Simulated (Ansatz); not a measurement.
## MgPd (Pm-3m): relaxing the cell for a phonon run

Wanted: the relaxed cell of MgPd (Pm-3m).

Program: Ansatz 0.2.0. Level of theory: DFT PBEsol, scalar-relativistic, plane waves, PAW; PAW set soft_1. Results are calculated unless marked as measured.

Report form: the programs' logs are mostly left out.

## 1. The structure

The structure is cubic, space group Pm-3m (No. 221). Conventional cell: a = 3.160 Å, b = 3.160 Å, c = 3.160 Å, α = 90.00°, β = 90.00°, γ = 90.00°. Nearest to Mg lie 8 Pd at 2.74 Å. Nearest to Pd lie 8 Mg at 2.74 Å. Farther neighbours are not listed.

## 2. A coarse first look

A quick single point on a coarse mesh tells whether the cell has a gap and how far it is from rest, which sets the k mesh and smearing that follow.

input.yaml

```yaml
crystal:
  lattice:
    - [3.16, 0.0, 0.0]
    - [0.0, 3.16, 0.0]
    - [0.0, 0.0, 3.16]
  atoms:
    - { symbol: Mg, position: [0.0, 0.0, 0.0] }
    - { symbol: Pd, position: [0.5, 0.5, 0.5] }
kpoints:
  mp_grid: { grid: [6, 6, 6] }
hamiltonian:
  xc: pbesol
  pseudopotentials: { kind: paw, azcp: { folder: soft_1 }, xc_functional: pbe }
scf:
  occupations: { method: gaussian, width: 0.1 }
output:
  forces: true
  stress: true
  eigenvalues: true
```

The run is started by

```
$ ansatz run input.yaml --threads 4 --pin off --max-ram 10240MiB --backend cpu --events-out ev --progress --plain --runs-dir out
```

Wall time 0.48 s (4 threads of Arm Neoverse V1, shared host); peak memory 0.27 GiB; 1.2 s of CPU time.

This step gave:

| Quantity | Value |
| --- | --- |
| pressure | -1.124 GPa |
| volume per atom | 15.78 Å³ |
| gap on the k-mesh | 0 eV |

The coarse mesh shows no gap and a pressure of -1.1 GPa.

## 3. Relaxation

Harmonic phonons are second derivatives at a point where the forces vanish, and they are wanted at zero stress, so atoms and cell are relaxed first.

input.yaml, the sections that differ from step 2:

```yaml
kpoints:
  mp_grid: { grid: [14, 14, 14] }
output:
  forces: true
  stress: true
  eigenvalues: true
  write_density: true
  write_potential: true
  elf: true
  volumetric_format: npy
relax:
  adjacent_minimum: "off"
  f_tol: 0.005
  max_steps: 80
  cell: { stress_tol: 0.05 }
# crystal, hamiltonian, scf: as in step 2
```

It took 5.3 s on 4 threads; peak memory 0.37 GiB; 19 s of CPU time.

Step by step:

```tsv
step	energy less that of the first step (eV)	largest force component (eV/Å)	pressure (GPa)	volume (Å³)
1	0.0000	0.0000	-1.81	31.55
2	-0.0032	0.0000	0.44	30.86
3	-0.0033	0.0000	-0.01	30.99
4*	-0.0032	0.0000	-0.01	30.99
```

Relaxation steps marked * repeat the geometry before them on a plane-wave basis chosen anew for their cell, so energy and pressure can jump there.

Forces are held to the 48 operations that the run works with; a distortion that breaks them can't arise in this run.

```tsv
conventional cell, symmetrised	before	after	change
a (Å)	3.160	3.141	-0.6 %
b (Å)	3.160	3.141	-0.6 %
c (Å)	3.160	3.141	-0.6 %
volume (Å³/atom)	15.78	15.50	-1.8 %
```

Final coordinates:

```cif
data_structure
_symmetry_space_group_name_H-M 'P 1'
_symmetry_Int_Tables_number 1
_cell_length_a 3.1412
_cell_length_b 3.1412
_cell_length_c 3.1412
_cell_angle_alpha 90.000
_cell_angle_beta 90.000
_cell_angle_gamma 90.000
_cell_volume 30.99
loop_
_atom_site_label
_atom_site_type_symbol
_atom_site_fract_x
_atom_site_fract_y
_atom_site_fract_z
_atom_site_occupancy
Mg1 Mg 0.00000 0.00000 0.00000 1
Pd2 Pd 0.50000 0.50000 0.50000 1
```

Numbers from this step:

```yaml
pressure: -0.01099 GPa
volume_per_atom: 15.50 Å³
```

ELF in the ac plane at fractional y = 0.000, with atoms of Mg within 0.2 Å of it. It is the smooth field of the valence electrons, not physical close to the nuclei.

Ten even steps from '_' (0.05) to '@' (0.35):
```
--++@@##____==%%@@%%==____##@@++
@@@@@@==__..**@@@@@@**..__==@@@@
%%##==____==%%@@@@@@%%==____==##
..______--##@@@@@@@@@@##--______
____..==##@@@@%%%%%%@@@@##==..__
====**%%@@@@%%%%%%%%%%@@@@%%**==
%%%%@@@@@@%%%%######%%%%@@@@@@%%
@@@@@@@@@@%%%%######%%%%@@@@@@@@
%%%%@@@@@@%%%%######%%%%@@@@@@%%
====**%%@@@@%%%%%%%%%%@@@@%%**==
____..==##@@@@%%%%%%@@@@##==..__
..______--##@@@@@@@@@@##--______
%%##==____==%%@@@@@@%%==____==##
@@@@@@==__..**@@@@@@**..__==@@@@
--++@@##____==%%@@%%==____##@@++
..--@@%%..__==%%@@%%==__..%%@@--
```
Columns run along a (3.1 Å), rows up along c (3.1 Å). Atoms in or near the plane, at fractional coordinates: Mg at (0.00, 0.00).

Electrostatic potential energy in the ac plane at fractional y = 0.000, with atoms of Mg within 0.2 Å of it. With pseudopotentials it is smooth inside the atoms' cores, unlike the true potential.

Values in eV, 16 rows by 16 columns:
```
-79 -79 -55 -23   0   9  12  14  15  14  12   9   0 -23 -55 -79
-62 -55 -34 -11   5  10  13  15  15  15  13  10   5 -11 -34 -55
-28 -23 -11   2   9  12  14  15  16  15  14  12   9   2 -11 -23
 -2   0   5   9  11  13  15  16  16  16  15  13  11   9   5   0
  9   9  10  12  13  15  15  16  16  16  15  15  13  12  10   9
 12  12  13  14  15  15  16  16  16  16  16  15  15  14  13  12
 14  14  15  15  16  16  16  16  16  16  16  16  16  15  15  14
 15  15  15  16  16  16  16  16  16  16  16  16  16  16  15  15
 14  14  15  15  16  16  16  16  16  16  16  16  16  15  15  14
 12  12  13  14  15  15  16  16  16  16  16  15  15  14  13  12
  9   9  10  12  13  15  15  16  16  16  15  15  13  12  10   9
 -2   0   5   9  11  13  15  16  16  16  15  13  11   9   5   0
-28 -23 -11   2   9  12  14  15  16  15  14  12   9   2 -11 -23
-62 -55 -34 -11   5  10  13  15  15  15  13  10   5 -11 -34 -55
-79 -79 -55 -23   0   9  12  14  15  14  12   9   0 -23 -55 -79
-79 -79 -62 -28  -2   9  12  14  15  14  12   9  -2 -28 -62 -79
```
Columns run along a (3.1 Å; values clipped at the 3rd and 97th percentile), rows up along c (3.1 Å). Atoms in or near the plane, at fractional coordinates: Mg at (0.00, 0.00).

Valence density in the ac plane at fractional y = 0.000, with atoms of Mg within 0.2 Å of it. It is the smooth field of the valence electrons, not physical close to the nuclei.

Ten steps, logarithmic in the rise over the least value, from '0' (0 e/Å³) to '9' (30 e/Å³):
```
9863000000000368
7641000000000146
4310000000000013
0000000000000000
0000000000000000
0000000000000000
0000000000000000
0000000000000000
0000000000000000
0000000000000000
0000000000000000
0000000000000000
4310000000000013
7641000000000146
9863000000000368
9974000000000479
```
Columns run along a (3.1 Å), rows up along c (3.1 Å). Atoms in or near the plane, at fractional coordinates: Mg at (0.00, 0.00).

In this step the volume went from 15.78 to 15.50 Å³/atom.

## 4. Relaxing to small forces for the phonons

Phonons need a cell at rest on their own settings, so the relaxation is repeated with tight tolerances on forces and stress on the k mesh and occupations of the first response run.

input.yaml

```yaml
crystal:
  lattice:
    - [3.1411733647, 0.0, 0.0]
    - [0.0, 3.1411733647, 0.0]
    - [0.0, 0.0, 3.1411733647]
  atoms:
    - { symbol: Mg, position: [0.0, 0.0, 0.0] }
    - { symbol: Pd, position: [0.5, 0.5, 0.5] }
kpoints:
  mp_grid: { grid: [16, 16, 16] }
hamiltonian:
  xc: pbesol
  pseudopotentials: { kind: paw, azcp: { folder: soft_1 }, xc_functional: pbe }
scf:
  occupations: { method: methfessel_paxton, width: 0.2 }
output:
  forces: true
  stress: true
  eigenvalues: true
relax:
  adjacent_minimum: "off"
  f_tol: 0.001
  max_steps: 60
  cell: { stress_tol: 0.01 }
```

Elapsed: 5.8 s, on 4 threads; peak memory 0.39 GiB; 21 s of CPU time.

Little changed from the start: no atom moved by 0.005 Å and no cell edge by 0.1 %.

This step gave:

```
pressure        : 9.26e-5 GPa
volume per atom : 15.51 Å³
```

The forces vanish by symmetry and the pressure is 0.000 GPa, within the tolerances set. The cell now holds 15.51 Å³/atom.

## 5. Outcome

* space group after relaxation (within 0.01 Å): Pm-3m
* lattice constant a: 3.142 Å
* lattice constant b: 3.142 Å
* lattice constant c: 3.142 Å
* volume per atom: 15.5 Å³

The forces vanish by symmetry and the pressure is 0.000 GPa, within the tolerances set. The cell now holds 15.51 Å³/atom. The relaxation keeps the symmetry of its start, so it says nothing on stability against lower symmetry. The PAW files were made for PBE and serve the other functionals too.

[Logs are printed without paths, hosts, clocks, repeated set-up lines and the standing remarks that a program may print on its own settings, such as how far it seeks lower states.]

[Hosts, paths, dates, database ids (printed as entryN), source tags and the programs' standing remarks are cut or masked in the printed files.]
